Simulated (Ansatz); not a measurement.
# How fast states decay through Ca2ZrS4, part 3 of 3

Wanted: the relaxed cell of Ca2ZrS4, its band edges and its decay constants. It is built by putting Zr for Sn in the Ca2SnS4 structure of space group Cmmm, with the volume rescaled by atomic radii. The parent structure comes from the Materials Project.

Ansatz 0.2.0; PBE DFT, plane waves, PAW files (the session's first sound run).

So far, gap on path (eV): step 3 (the bulk crystal and its band edges) 1.55.

The structure was built from a prototype and need not be the compound's stable phase.

### 6. Band edges at another level (continued)

Level of this step: PBEsol DFT, plane waves, PAW files (Ansatz).

Levels at VBM (eV): -3.68, -3.44, -2.51, -2.30, -2.22, -1.43, -1.36, -1.09, -0.93, -0.14, -0.11, 0.00, 1.47, 2.46, 2.69, 3.12, 4.47, 4.86, 4.98.

The searched edges give 1.47 eV, as on the mesh.

Between step 3 and this run (PBEsol) the value for the gap on path moves from 1.55 eV to 1.47 eV.

### 7. Complex bands at another level

This step: PBEsol DFT, plane waves, PAW files; complex bands by layer matching along the plane's normal (Ansatz 0.2.0).

The complex bands at that level, over its own gap, at (0, 0) and (0.5, 0).

Input file input.yaml:

```yaml
crystal:
  lattice:
    - [3.857559187, 0.0, 0.0]
    - [0.0, 8.160751545, 0.0]
    - [0.0, 4.080375772, 5.618751895]
  atoms:
    - { symbol: Ca, position: [0.5, 0.5, 0.5] }
    - { symbol: Ca, position: [0.5, 0.0, 0.5] }
    - { symbol: Zr, position: [0.0, 0.0, 0.0] }
    - { symbol: S, position: [0.0, 0.230130639, 0.539738722] }
    - { symbol: S, position: [0.0, 0.769869361, 0.460261278] }
    - { symbol: S, position: [0.5, 0.2152254179, 0.0] }
    - { symbol: S, position: [0.5, 0.7847745821, 0.0] }
kpoints:
  mp_grid: { grid: [6, 4, 4] }
scf:
  occupations: { method: fixed }
hamiltonian:
  xc: pbesol
output:
  eigenvalues: true
  transmission:
    leads: [[0, 0]]
    kpoints: [[0.0, 0.0], [0.5, 0.0]]
    e_range: [-1.0, 2.47]
    de: 0.09
```

Started as:

```sh
$ ansatz run input.yaml --threads 2 --pin off --max-ram 4096MiB --backend cpu --events-out ev --progress --plain --runs-dir out
```

Numbers of over 12 decimals in the logs are rounded to 6 here.

Output:

```text
[...]
Crystal: 7 atoms, lattice volume = 176.882 Å³
Basis set: ecut = 420 eV, 3483 PW (Γ)
Bands: 35, of which v1, the nominal top of the filled ones, is band 28 counted from 1 (27 counted from 0)
Symmetry: 8 space group operations
[...]
k-points: 28 of 96
[...]
SCF iter   1: F=—  HF=-11269.185417 eV  |F-HF|=—  |Δ(HF+E_count)|=         —  Δρ=4.33e-3  dr2=6.48e-2  ethr=1.77e-3  ⟨swp⟩=5.1  Hψ=3937  notcnv=0  defer=123
[...]
SCF iter   7: F=-11269.169951 eV  HF=-11269.169951 eV  |F-HF|=1.31e-7  |Δ(HF+E_count)|=   1.22e-6  Δρ=3.09e-6  dr2=6.99e-8  ethr=1.79e-10  ⟨swp⟩=16.0  Hψ=5103  notcnv=0
SCF 1 converged in 7 iterations: F = -11269.169951 eV  dr2 = 6.99e-8
[...]
transmission: 9 of 18 steps passed
transmission: 18 of 18 steps passed
SCF converged after 7 iterations
Free energy (F): -11269.169951 eV
[...]
Internal energy: -11269.169951 eV  (E = F + TS)
E sigma→0 (E₀):  -11269.169951 eV
Fermi energy:    5.209768 eV
[...]
--- Band table (eV; the first three rows and the last of 28) ---
  k-point 0: bands = [... 24 lower, 4.2815, 5.0679, 5.1038, 5.2098, 6.6789, 7.6742, 7.8975, 8.3253, ... 3 higher]
  k-point 1: bands = [... 24 lower, 4.4136, 4.5334, 4.9110, 5.0021, 6.7956, 7.8403, 8.1530, 8.1992, ... 3 higher]
  k-point 2: bands = [... 24 lower, 4.3470, 4.7049, 4.7163, 4.7640, 6.9166, 7.9729, 7.9888, 8.4944, ... 3 higher]
  k-point 27: bands = [... 24 lower, 4.0241, 4.0376, 4.0443, 4.0911, 7.1109, 7.6841, 8.2792, 9.7326, ... 3 higher]
--- Transmission ---
  basis      : 275 plane waves across, 9 finite elements along
  points     : 2, as listed
[...]
crystal 0  : Zr1S4Ca2, at the sites [0, 0], period 5.6188 Å: whole cells are its period
[...]
channels       : 0.000000e0 a spin
[...]
slowest decay  : 0.2309 /Å at (0.0000, 0.0000)
```

The job ended after 55 s (2 threads of Arm Neoverse V2, shared host; peak memory 0.81 GiB; 90 s of CPU time).

This step gave:

```
level to which the leads are filled                       : 0.7346 eV from the Fermi level
decay constant at the filling level, zone centre          : 0.2309 Å⁻¹
decay constant at the filling level, slowest listed point : 0.2309 Å⁻¹
```

K parallel (0, 0); values up to 1.5 1/Å, a degenerate pair printed once or twice; energies at which all values exceed this have no row. Im kz of the slowest decaying states against energy, zero at the highest filled level on the SCF mesh:

```csv
energy (eV),decay 1 (Å⁻¹),decay 2 (Å⁻¹),decay 3 (Å⁻¹),decay 4 (Å⁻¹)
-1.00,0.366,0.488,0.713,0.732
-0.82,0.135,0.509,0.581,0.644
-0.64,0.170,0.474,0.526,0.672
-0.46,0.0556,0.327,0.539,0.647
-0.28,0.315,0.547,0.627,0.797
-0.10,0.0245,0.117,0.350,0.552
-0.01,0.0951,0.194,0.365,0.553
0.17,0.154,0.214,0.266,0.392
0.35,0.189,0.287,0.303,0.413
0.53,0.214,0.326,0.331,0.430
0.71,0.231,0.340,0.360,0.443
0.89,0.242,0.348,0.378,0.455
1.07,0.246,0.350,0.388,0.465
1.25,0.234,0.349,0.391,0.407
1.43,0.132,0.343,0.344,0.388
1.52,0.324,0.339,0.384,0.484
1.70,0.309,0.327,0.369,0.482
1.88,0.238,0.304,0.311,0.346
2.06,0.283,0.288,0.300,0.309
2.24,0.250,0.256,0.288,0.296
2.42,0.123,0.209,0.266,0.292
```

K parallel (0.5, 0); values up to 1.5 1/Å, a degenerate pair printed once or twice; energies at which all values exceed this have no row. The Im kz of the slowest decaying states by energy, zero at the highest filled level on the SCF mesh:

```csv
energy (eV),decay 1 (Å⁻¹),decay 2 (Å⁻¹),decay 3 (Å⁻¹),decay 4 (Å⁻¹)
-1.00,0.0364,0.139,0.448,0.560
-0.73,0.189,0.201,0.204,0.267
-0.55,0.231,0.246,0.254,0.367
-0.28,0.274,0.285,0.292,0.410
-0.01,0.303,0.305,0.308,0.436
0.26,0.309,0.313,0.324,0.454
0.44,0.303,0.313,0.335,0.462
0.71,0.282,0.304,0.347,0.471
0.98,0.246,0.286,0.355,0.476
1.16,0.208,0.268,0.359,0.477
1.43,0.0993,0.229,0.362,0.477
1.70,0.165,0.363,0.475,0.518
1.97,0.362,0.470,0.510,0.534
2.15,0.360,0.466,0.504,0.520
2.42,0.170,0.355,0.457,0.492
```

At the listed wavevectors the last open channel is at -0.01 eV and the next at +1.52 eV on the grid. At +0.71 eV, the grid energy nearest the filling level (the middle of the gap on the SCF mesh), the slowest state at the listed wavevectors decays with κ = 0.231 Å⁻¹, its amplitude falling by e over 4.3 Å; the first such run, plane (010), gave 0.243 Å⁻¹.

### 8. Summary of results

```yaml
band_gap: 1.55 eV
least_decay_constant_at_mid_gap_normal_to_010: 0.243 Å⁻¹
least_decay_constant_on_a_mesh_normal_to_010: 0.241 Å⁻¹
least_decay_constant_pbesol: 0.231 Å⁻¹
```

In words: With PBE, the slowest decay at the wavevectors tried is κ = 0.243 Å⁻¹, normal to (010). Through such a film the transmission near mid-gap falls as exp(−2κd), a factor of ten every 4.7 Å. A free electron under a barrier of half the gap would need a mass of 0.29 mₑ to decay at this rate. With PBEsol the gap goes from 1.55 to 1.47 eV and the decay constant, over the first 2 listed wavevectors, from 0.243 to 0.231 Å⁻¹. The compound is made up by substitution; its stability against other phases and against distortions of the cell's symmetry was not tested. A semilocal functional narrows gaps, so real decay constants are likely larger.

[Logs are printed without paths, hosts, clocks, repeated set-up lines and the standing remarks that a program may print on its own settings, such as how far it seeks lower states.]

[Hosts, paths, dates, database ids (printed as entryN), source tags and the programs' standing remarks are cut or masked in the printed files.]
